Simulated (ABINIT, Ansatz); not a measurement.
# AlSi2 (P6/mmm): phonons by linear response, part 2 of 4

Aim: the phonon dispersion of AlSi2 (P6/mmm), checked by a second program.

ABINIT 10.8.3; DFT PBEsol, scalar-relativistic, plane waves, PseudoDojo stringent norm-conserving pseudopotentials.

So far. Step 5 (Relaxing the cell and atoms): The volume changes by -1.0 % in this run and stands +51.9 % from the first cell. The relaxed cell has a = 4.440, c = 2.616 Å (conventional setting).

The structure was built from a prototype and need not be the compound's stable phase.

## Step 7: Zone-centre response

At q = 0 one unit cell holds all displacements. The response is solved for single atoms along the cell's directions, and symmetry skips those that follow from others. The crystal is treated as a metal, which screens a static field, so no field response is asked.

File dfpt_gamma.abi:

```

# common to the responses
getwfk_filepath "gso_WFK"
kptopt 2
nqpt 1
qpt 0.0 0.0 0.0
asr 0
chneut 0

# displacements
rfphon 1
rfatpol 1 3
rfdir 1 1 1
tolvrs 1.0d-10
prtwf 0
prtpot 1

# basis, mesh and filling
ecut 16.0
ngkpt 10 10 12
nshiftk 1
shiftk 0.0 0.0 0.0
istwfk *1
occopt 3
tsmear 0.01
nband 11
nstep 100
diemac 1000000.0
prtebands 0
prtgsr 0
useylm 1

# cell and atoms
acell 3*1.0 Angstrom
rprim 
    4.440375081 0.0 0.0
    -2.220187541 3.845477623 0.0
    0.0 0.0 2.615640898
ntypat 2
znucl 13 14
natom 3
typat 1 2 2
xred 
    0.0 0.0 0.0
    1/3 2/3 0.5
    2/3 1/3 0.5
pp_dirpath "./pseudo"
pseudos "Al.upf, Si.upf"
```

Run with:

```bash
$ OMP_NUM_THREADS=1 mpirun -n 4 abinit dfpt_gamma.abi > dfpt_gamma.log
```

Numbers of over 12 decimals in the logs are rounded to 6 here.

dfpt_gamma.abo, the main output file:

```text
[banners, grids, parts of the stress and lines that vanish by symmetry left out]
- input  file    -> dfpt_gamma.abi
- output file    -> dfpt_gamma.abo
- root for input  files -> dfpt_gammai
- root for output files -> dfpt_gammao

 Symmetries : space group P6/m m m (#191); Bravais hP (primitive hexag.)
================================================================================
 Values of the parameters that define the memory need of the present run (RF).
     intxc =       0      iscf =       7    lmnmax =      18     lnmax =       6
     mgfft =      32  mpssoang =       3    mqgrid =    3001     natom =       3
  nloc_mem =       1    nspden =       1   nspinor =       1    nsppol =       1
      nsym =      24    n1xccc =    2501    ntypat =       2    occopt =       3
   xclevel =       2
-    mband =          11        mffmem =           1         mkmem =         151
-   mkqmem =         151        mk1mem =         151           mpw =         940
      nfft =       18432          nkpt =         604
- my_mband =          11
================================================================================
================================================================================

--------------------------------------------------------------------------------
------------- Echo of variables that govern the present computation ------------
--------------------------------------------------------------------------------
-
- outvars: echo of selected default values
-   iomode0 =  0 , fftalg0 =312 , wfoptalg0 =  0
-
- outvars: echo of global parameters not present in the input file
-  max_nthreads =    1
-
 -outvars: echo values of preprocessed input variables
 [... echo left out ...]
================================================================================

 chkinp: Checking input parameters for consistency.

[...]
== DATASET  1 ==================================================================
-   mpi_nproc: 4, omp_nthreads: 1 (-1 if OMP is not activated)

--- !DatasetInfo
iteration_state: {dtset: 1, }
dimensions: {natom: 3, nkpt: 604, mband: 11, nsppol: 1, nspinor: 1, nspden: 1, mpw: 940, }
cutoff_energies: {ecut:  16.0, pawecutdg:  -1.0, }
electrons: {nelect:   1.10000000E+01, charge:   0.00000000E+00, occopt:   3.00000000E+00, tsmear:   1.00000000E-02, }
meta: {optdriver: 1, rfphon: 1, }
...

 mkfilename: getwfk from: gso_WFK

 Real(R)+Recip(G) space primitive vectors, cartesian coordinates (Bohr,Bohr^-1):
 R(1)=  8.3910928  0.0000000  0.0000000  G(1)=  0.1191740  0.0688051  0.0000000
 R(2)= -4.1955464  7.2668995  0.0000000  G(2)=  0.0000000  0.1376103  0.0000000
 R(3)=  0.0000000  0.0000000  4.9428449  G(3)=  0.0000000  0.0000000  0.2023126
 Unit cell volume ucvol=  3.0140098E+02 bohr^3
 Angles (23,13,12)=  9.00000000E+01  9.00000000E+01  1.20000000E+02 degrees
 setup1 : take into account q-point for computing boxcut.

 getcut: wavevector=  0.0000  0.0000  0.0000  ngfft=  32  32  18
         ecut(hartree)=     16.000   => boxcut(ratio)=   2.02242

--- Pseudopotential description ------------------------------------------------
- pspini: atom type   1  psp file is ./pseudo/Al.upf

- pspini: atom type   2  psp file is ./pseudo/Si.upf

   1.80559127E+02                                ecore*ucvol(ha*bohr**3)
--------------------------------------------------------------------------------

 ==>  initialize data related to q vector <==

 The list of irreducible perturbations for this q vector is:
    1)    idir= 1    ipert=   1
    2)    idir= 3    ipert=   1
    3)    idir= 1    ipert=   2
    4)    idir= 3    ipert=   2

[...]
The perturbation idir=   2  ipert=   1 is
 symmetric of a previously calculated perturbation.
 So, its SCF calculation is not needed.

 The perturbation idir=   2  ipert=   2 is
 symmetric of a previously calculated perturbation.
 So, its SCF calculation is not needed.

 The perturbation idir=   1  ipert=   3 is
 symmetric of a previously calculated perturbation.
 So, its SCF calculation is not needed.

 The perturbation idir=   2  ipert=   3 is
 symmetric of a previously calculated perturbation.
 So, its SCF calculation is not needed.

 The perturbation idir=   3  ipert=   3 is
 symmetric of a previously calculated perturbation.
 So, its SCF calculation is not needed.

--------------------------------------------------------------------------------
 Perturbation wavevector (in red.coord.)   0.000000  0.000000  0.000000
 Perturbation : displacement of atom   1   along direction   1
 Found     4 symmetries that leave the perturbation invariant.

[...]
dfpt_looppert : total number of electrons, from k and k+q
  fully or partially occupied states are    1.100000E+01 and    1.100000E+01.
 Initialisation of the first-order wave-functions :
  ireadwf=   0

--- !BeginCycle
iteration_state: {dtset: 1, }
solver: {iscf: 7, nstep: 100, nline: 4, wfoptalg: 0, }
tolerances: {tolvrs: 1.00E-10, }
...

     iter   2DEtotal(Ha)        deltaE(Ha) residm    vres2
-ETOT  1   2.780733     -4.657E+01 1.828E+00 1.097E+03
 ETOT  2   2.005446     -7.753E-01 2.226E-02 1.096E+01
 ETOT  3   1.997025     -8.421E-03 3.413E-03 1.498E-02
 ETOT  4   1.997016     -9.469E-06 9.601E-04 9.815E-05
 ETOT  5   1.997016     -6.492E-08 2.250E-04 1.590E-07
[...]
At SCF step    7       vres2   =  4.56E-12 < tolvrs=  1.00E-10 =>converged.
[...]
Mean square residual over all n,k,spin=   23.864E-09; max=  17.338E-06

 Thirteen components of 2nd-order total energy (hartree) are
 1,2,3: 0th-order hamiltonian combined with 1st-order wavefunctions
     kin0=   3.55814609E+01 eigvalue=  -2.98839959E+00  local=  -2.15922193E+01
 4,5,6: 1st-order hamiltonian combined with 1st and 0th-order wfs
 loc psp =  -1.39717559E+01  Hartree=   1.22651438E+01     xc=  -3.19952247E+00
 note that "loc psp" includes a xc core correction that could be resolved
 7,8,9: eventually, occupation + non-local contributions
    edocc=   4.50443918E+00     enl0=   2.27833475E+01   enl1=  -8.07367443E+01
 1-9 gives the relaxation energy (to be shifted if some occ is /=2.0)
   erelax=  -4.73542501E+01
 10,11,12 Non-relaxation  contributions : frozen-wavefunctions and Ewald
 fr.local=  -2.60002090E+01 fr.nonlo=   4.47888962E+01  Ewald=   3.17674011E+01
 13,14 Frozen wf xc core corrections (1) and (2)
 frxc 1  =  -5.82058929E+00  frxc 2 =   4.61576699E+00
 Resulting in :
 2DEtotal=    0.1997015938E+01 Ha. Also 2DEtotal=    0.543415720374E+02 eV
    (2DErelax=   -4.7354250062E+01 Ha. 2DEnonrelax=    4.9351266001E+01 Ha)
    (  non-var. 2DEtotal :    1.9970159217E+00 Ha)

[...]
Perturbation wavevector (in red.coord.)   0.000000  0.000000  0.000000
 Perturbation : displacement of atom   1   along direction   3
 Found    12 symmetries that leave the perturbation invariant.

[...]
dfpt_looppert : total number of electrons, from k and k+q
  fully or partially occupied states are    1.100000E+01 and    1.100000E+01.
 Initialisation of the first-order wave-functions :
  ireadwf=   0

--- !BeginCycle
iteration_state: {dtset: 1, }
solver: {iscf: 7, nstep: 100, nline: 4, wfoptalg: 0, }
tolerances: {tolvrs: 1.00E-10, }
...

     iter   2DEtotal(Ha)        deltaE(Ha) residm    vres2
-ETOT  1  6.00636170099016E-02 -1.176E+01 2.031E-01 1.029E+01
[...]
At SCF step    6       vres2   =  3.23E-11 < tolvrs=  1.00E-10 =>converged.
[...]
Mean square residual over all n,k,spin=   41.926E-10; max=  25.524E-07

 Thirteen components of 2nd-order total energy (hartree) are
 1,2,3: 0th-order hamiltonian combined with 1st-order wavefunctions
     kin0=   1.12383638E+01 eigvalue=  -8.43761916E-01  local=  -7.66523166E+00
 4,5,6: 1st-order hamiltonian combined with 1st and 0th-order wfs
 loc psp =   1.61855715E+01  Hartree=   4.46361918E-01     xc=  -3.48327963E-01
 note that "loc psp" includes a xc core correction that could be resolved
 7,8,9: eventually, occupation + non-local contributions
    edocc=   4.35349633E-01     enl0=   8.50882108E+00   enl1=  -3.97287213E+01
 1-9 gives the relaxation energy (to be shifted if some occ is /=2.0)
   erelax=  -1.17715749E+01
 10,11,12 Non-relaxation  contributions : frozen-wavefunctions and Ewald
 fr.local=  -1.01070053E+01 fr.nonlo=   2.01475274E+01  Ewald=   2.40133312E+00
 13,14 Frozen wf xc core corrections (1) and (2)
 frxc 1  =  -1.96518506E+00  frxc 2 =   1.34022388E+00
 Resulting in :
 2DEtotal=    0.4531911023E-01 Ha. Also 2DEtotal=    0.123319581290E+01 eV
    (2DErelax=   -1.1771574917E+01 Ha. 2DEnonrelax=    1.1816894028E+01 Ha)
    (  non-var. 2DEtotal :    4.5319116581E-02 Ha)

[...]
Perturbation wavevector (in red.coord.)   0.000000  0.000000  0.000000
 Perturbation : displacement of atom   2   along direction   1
 Found     2 symmetries that leave the perturbation invariant.

[...]
dfpt_looppert : total number of electrons, from k and k+q
  fully or partially occupied states are    1.100000E+01 and    1.100000E+01.
 Initialisation of the first-order wave-functions :
  ireadwf=   0

--- !BeginCycle
iteration_state: {dtset: 1, }
solver: {iscf: 7, nstep: 100, nline: 4, wfoptalg: 0, }
tolerances: {tolvrs: 1.00E-10, }
...

     iter   2DEtotal(Ha)        deltaE(Ha) residm    vres2
-ETOT  1   4.675089     -1.193E+02 2.232E+00 1.761E+03
[...]
At SCF step    8       vres2   =  9.06E-12 < tolvrs=  1.00E-10 =>converged.
[...]
Mean square residual over all n,k,spin=   21.999E-09; max=  19.184E-06

 Thirteen components of 2nd-order total energy (hartree) are
 1,2,3: 0th-order hamiltonian combined with 1st-order wavefunctions
     kin0=   8.95134393E+01 eigvalue=  -6.08611371E+00  local=  -4.74842437E+01
 4,5,6: 1st-order hamiltonian combined with 1st and 0th-order wfs
 loc psp =  -8.48621900E+01  Hartree=   3.49353485E+01     xc=  -8.87601458E+00
 note that "loc psp" includes a xc core correction that could be resolved
 7,8,9: eventually, occupation + non-local contributions
    edocc=   1.17089338E+01     enl0=   4.68713453E+01   enl1=  -1.56303200E+02
 1-9 gives the relaxation energy (to be shifted if some occ is /=2.0)
   erelax=  -1.20582695E+02
 10,11,12 Non-relaxation  contributions : frozen-wavefunctions and Ewald
 fr.local=   1.66291502E+00 fr.nonlo=   8.31724311E+01  Ewald=   4.17036018E+01
 13,14 Frozen wf xc core corrections (1) and (2)
 frxc 1  =  -9.51507407E+00  frxc 2 =   6.97034179E+00
 Resulting in :
 2DEtotal=    0.3411520849E+01 Ha. Also 2DEtotal=    0.928322114989E+02 eV
    (2DErelax=   -1.2058269475E+02 Ha. 2DEnonrelax=    1.2399421560E+02 Ha)
    (  non-var. 2DEtotal :    3.4115207301E+00 Ha)

[...]
Perturbation wavevector (in red.coord.)   0.000000  0.000000  0.000000
 Perturbation : displacement of atom   2   along direction   3
 Found     6 symmetries that leave the perturbation invariant.

--------------------------------------------------------------------------------

--------------------------------------------------------------------------------

 dfpt_looppert : total number of electrons, from k and k+q
  fully or partially occupied states are    1.100000E+01 and    1.100000E+01.
 Initialisation of the first-order wave-functions :
  ireadwf=   0

--- !BeginCycle
iteration_state: {dtset: 1, }
solver: {iscf: 7, nstep: 100, nline: 4, wfoptalg: 0, }
tolerances: {tolvrs: 1.00E-10, }
...

     iter   2DEtotal(Ha)        deltaE(Ha) residm    vres2
-ETOT  1  0.301812     -2.762E+01 2.383E-01 7.048E+00
[...]
ETOT  6  0.278007     -2.939E-11 2.562E-05 1.910E-09
 ETOT  7  0.278007     -1.808E-12 6.147E-06 3.788E-11

 At SCF step    7       vres2   =  3.79E-11 < tolvrs=  1.00E-10 =>converged.
[...]
Mean square residual over all n,k,spin=   10.476E-09; max=  61.473E-07

 Thirteen components of 2nd-order total energy (hartree) are
 1,2,3: 0th-order hamiltonian combined with 1st-order wavefunctions
     kin0=   2.69569508E+01 eigvalue=  -1.46146700E+00  local=  -1.37229869E+01
 4,5,6: 1st-order hamiltonian combined with 1st and 0th-order wfs
 loc psp =   2.33450250E+00  Hartree=   1.80461060E+00     xc=  -1.31456773E+00
 note that "loc psp" includes a xc core correction that could be resolved
 7,8,9: eventually, occupation + non-local contributions
    edocc=   9.39382324E-01     enl0=   1.44443748E+01   enl1=  -5.76270962E+01
 1-9 gives the relaxation energy (to be shifted if some occ is /=2.0)
   erelax=  -2.76462968E+01
 10,11,12 Non-relaxation  contributions : frozen-wavefunctions and Ewald
 fr.local=  -2.13607072E-01 fr.nonlo=   2.94562913E+01  Ewald=  -4.19645470E-01
 13,14 Frozen wf xc core corrections (1) and (2)
 frxc 1  =  -3.29740613E+00  frxc 2 =   2.39867110E+00
 Resulting in :
 2DEtotal=    0.2780069135E+00 Ha. Also 2DEtotal=    0.756495350339E+01 eV
    (2DErelax=   -2.7646296795E+01 Ha. 2DEnonrelax=    2.7924303708E+01 Ha)
    (  non-var. 2DEtotal :    2.7800687706E-01 Ha)

[...]
---- first-order wavefunction calculations are completed ----

 ==> Compute Derivative Database <==

 [... matrices left out ...]
  Phonon wavevector (reduced coordinates) :  0.00000  0.00000  0.00000
 Phonon energies in Hartree :
   4.096336E-06  5.102497E-06  5.102498E-06  2.362261E-04  6.530025E-04
   9.239250E-04  9.239250E-04  1.271125E-03  1.271125E-03
 Phonon frequencies in cm-1    :
-  8.990418E-01  1.119869E+00  1.119869E+00  5.184563E+01  1.433175E+02
-  2.027781E+02  2.027781E+02  2.789798E+02  2.789798E+02

== END DATASET(S) ==============================================================
================================================================================

 -outvars: echo values of variables after computation
            acell      1.8897261259E+00  1.8897261259E+00  1.8897261259E+00 Bohr
           etotal      2.7800691354E-01
            fcart      0.0000000000E+00  0.0000000000E+00  0.0000000000E+00
           strten      0.0000000000E+00  0.0000000000E+00  0.0000000000E+00
================================================================================
```

Wall time 69 s (4 MPI ranks of Arm Neoverse N1, shared host).

This step gave:

| Quantity | Value |
| --- | --- |
| largest acoustic frequency at the zone centre before the sum rule | 1.12 cm⁻¹ |
| highest optical zone-centre mode (no LO-TO term) | 279.0 cm⁻¹ |
| lowest optical zone-centre mode | 51.85 cm⁻¹ |

The acoustic modes at Γ come out as far as 1.1 cm⁻¹ from zero, where they should vanish, a small numerical error.

## Step 8: Phonons on a q mesh

Linear response treats each wavevector of the 2×2×4 mesh in the unit cell; the first-order potentials are kept for the electron-phonon matrix elements.

File dfpt_q.abi:

```
ndtset 5

# wavevectors
qpt1 0.5 0.0 0.0
qpt2 0.0 0.0 0.25
qpt3 0.5 0.0 0.25
qpt4 0.0 0.0 0.5
qpt5 0.5 0.0 0.5

# displacements
getwfk_filepath "gso_WFK"
getwfq_filepath "gso_WFK"
kptopt 3
nqpt 1
rfphon 1
rfatpol 1 3
rfdir 1 1 1
tolvrs 1.0d-10
prtwf 0
prtpot 1

# basis, mesh and filling
ecut 16.0
ngkpt 10 10 12
nshiftk 1
shiftk 0.0 0.0 0.0
istwfk *1
occopt 3
tsmear 0.01
nband 11
nstep 100
diemac 1000000.0
prtebands 0
prtgsr 0
useylm 1

# cell and atoms
acell 3*1.0 Angstrom
rprim 
    4.440375081 0.0 0.0
    -2.220187541 3.845477623 0.0
    0.0 0.0 2.615640898
ntypat 2
znucl 13 14
natom 3
typat 1 2 2
xred 
    0.0 0.0 0.0
    1/3 2/3 0.5
    2/3 1/3 0.5
pp_dirpath "./pseudo"
pseudos "Al.upf, Si.upf"
```

Run with:

```bash
$ OMP_NUM_THREADS=1 mpirun -n 4 abinit dfpt_q.abi > dfpt_q.log
```

dfpt_q.abo, the main output file:

```text
[banners, grids, parts of the stress and lines that vanish by symmetry left out]
- input  file    -> dfpt_q.abi
- output file    -> dfpt_q.abo
- root for input  files -> dfpt_qi
[...]
DATASET    1 : space group P6/m m m (#191); Bravais hP (primitive hexag.)
[...]
nfft =       18432          nkpt =        1200
[...]
DATASET    2 : space group P6/m m m (#191); Bravais hP (primitive hexag.)
[...]
nfft =       18432          nkpt =        1200
[...]
DATASET    3 : space group P6/m m m (#191); Bravais hP (primitive hexag.)
[...]
nfft =       18432          nkpt =        1200
[...]
DATASET    4 : space group P6/m m m (#191); Bravais hP (primitive hexag.)
[...]
nfft =       18432          nkpt =        1200
[...]
DATASET    5 : space group P6/m m m (#191); Bravais hP (primitive hexag.)
[...]
nfft =       18432          nkpt =        1200
[...]
== DATASET  1 ==================================================================
[...]
cutoff_energies: {ecut:  16.0, pawecutdg:  -1.0, }
[...]
Perturbation : displacement of atom   1   along direction   1
[...]
-ETOT  1   6.660997     -6.131E+01 7.107E+00 1.972E+04
 ETOT  2   2.943548     -3.717E+00 9.845E-01 3.937E+03
 ETOT  3   2.043927     -8.996E-01 2.613E+00 9.430E+00
 ETOT  4   2.041671     -2.256E-03 3.857E-01 2.965E-02
 ETOT  5   2.041657     -1.451E-05 2.495E+00 8.704E-04
[...]
At SCF step    9       vres2   =  7.28E-12 < tolvrs=  1.00E-10 =>converged.
[...]
Perturbation : displacement of atom   1   along direction   2
[...]
-ETOT  1   3.149611     -4.868E+01 8.092E-01 2.261E+03
[...]
At SCF step    9       vres2   =  2.43E-13 < tolvrs=  1.00E-10 =>converged.
[...]
Perturbation : displacement of atom   1   along direction   3
[...]
-ETOT  1  3.24615553921048E-03 -1.179E+01 1.403E+00 9.071E+00
[...]
At SCF step    7       vres2   =  1.43E-11 < tolvrs=  1.00E-10 =>converged.
[...]
Perturbation : displacement of atom   2   along direction   1
[...]
-ETOT  1   8.899554     -1.482E+02 5.123E+00 2.515E+04
[...]
At SCF step   10       vres2   =  1.77E-13 < tolvrs=  1.00E-10 =>converged.
[...]
Perturbation : displacement of atom   2   along direction   2
[...]
-ETOT  1   4.957434     -1.234E+02 6.643E+00 3.098E+03
[...]
Perturbation : displacement of atom   2   along direction   3
[...]
-ETOT  1  0.348176     -2.754E+01 9.054E-01 5.303E+00
[...]
Phonon wavevector (reduced coordinates) :  0.50000  0.00000  0.00000
 Phonon energies in Hartree :
[...]
Phonon frequencies in cm-1    :
- -3.252680E+01  7.558301E+01  9.000611E+01  1.005631E+02  1.251213E+02
-  1.266169E+02  2.094652E+02  2.283940E+02  2.951986E+02
[...]
== DATASET  2 ==================================================================
[...]
cutoff_energies: {ecut:  16.0, pawecutdg:  -1.0, }
[...]
- 14.00000   4.00000  180301                  znucl, zion, pspdat
[...]
Perturbation : displacement of atom   1   along direction   1
[...]
-ETOT  1   1.185305     -4.059E+01 5.855E+00 7.622E+02
[...]
Perturbation : displacement of atom   1   along direction   2
[...]
-ETOT  1  0.869125     -3.869E+01 2.753E+00 1.939E+02
[...]
Perturbation : displacement of atom   1   along direction   3
[...]
-ETOT  1   4.958930     -2.179E+01 2.954E+00 1.602E+03
[...]
Perturbation : displacement of atom   2   along direction   1
[...]
-ETOT  1   3.779238     -1.068E+02 7.670E+00 1.668E+03
[...]
Perturbation : displacement of atom   2   along direction   2
[...]
-ETOT  1   3.981178     -1.026E+02 1.589E+01 6.023E+02
[...]
At SCF step    8       vres2   =  4.23E-12 < tolvrs=  1.00E-10 =>converged.
[...]
Perturbation : displacement of atom   2   along direction   3
[...]
-ETOT  1   2.101448     -5.237E+01 2.984E+01 1.224E+03
[...]
ETOT  7   1.316635     -1.517E-06 1.336E+01 9.350E-10
 ETOT  8   1.316633     -2.088E-06 3.825E+01 4.419E-11
 At SCF step    8       vres2   =  4.42E-11 < tolvrs=  1.00E-10 =>converged.
[...]
Phonon wavevector (reduced coordinates) :  0.50000  0.00000  0.50000
 Phonon energies in Hartree :
[...]
Phonon frequencies in cm-1    :
-  7.036288E-01  9.894928E+01  1.468216E+02  1.540788E+02  1.867160E+02
-  2.022573E+02  2.642335E+02  2.656366E+02  4.061121E+02
[...]
strten3     0.0000000000E+00  0.0000000000E+00  0.0000000000E+00
           
================================================================================
```

Elapsed: 34 min, on 4 MPI ranks; 2.3 h of CPU time.

Numbers from this step:

- lowest mode on the q mesh (acoustic ones at the zone centre apart): -32.53 cm⁻¹

Frequencies (cm⁻¹) before the sum rule at the irreducible wavevectors but Γ, which is solved apart; negative means imaginary. Frequencies by wavevector:

```csv
q (fractions),star,mode 1,mode 2,mode 3,mode 4,mode 5,mode 6,mode 7,mode 8,mode 9
0.5 0 0,3,-32.53,75.58,90.01,100.6,125.1,126.6,209.5,228.4,295.2
0 0 0.25,2,51.1,51.1,194.5,194.5,210.3,211.5,279.3,279.3,283.2
0.5 0 0.25,6,79.57,109.3,120.2,147.5,182.7,218.6,240.2,281.8,293.1
0 0 0.5,1,83.73,83.73,122.8,169.2,169.2,262.2,278.2,278.2,395.7
0.5 0 0.5,3,0.7,98.95,146.8,154.1,186.7,202.3,264.2,265.6,406.1
```

[end of part 2 of 4]

[Host names and launcher messages were left out of these logs when they were recorded.]

[Logs are printed without paths, hosts, clocks, repeated set-up lines and the standing remarks that a program may print on its own settings, such as how far it seeks lower states.]

[Hosts, paths, dates, database ids (printed as entryN), source tags and the programs' standing remarks are cut or masked in the printed files.]
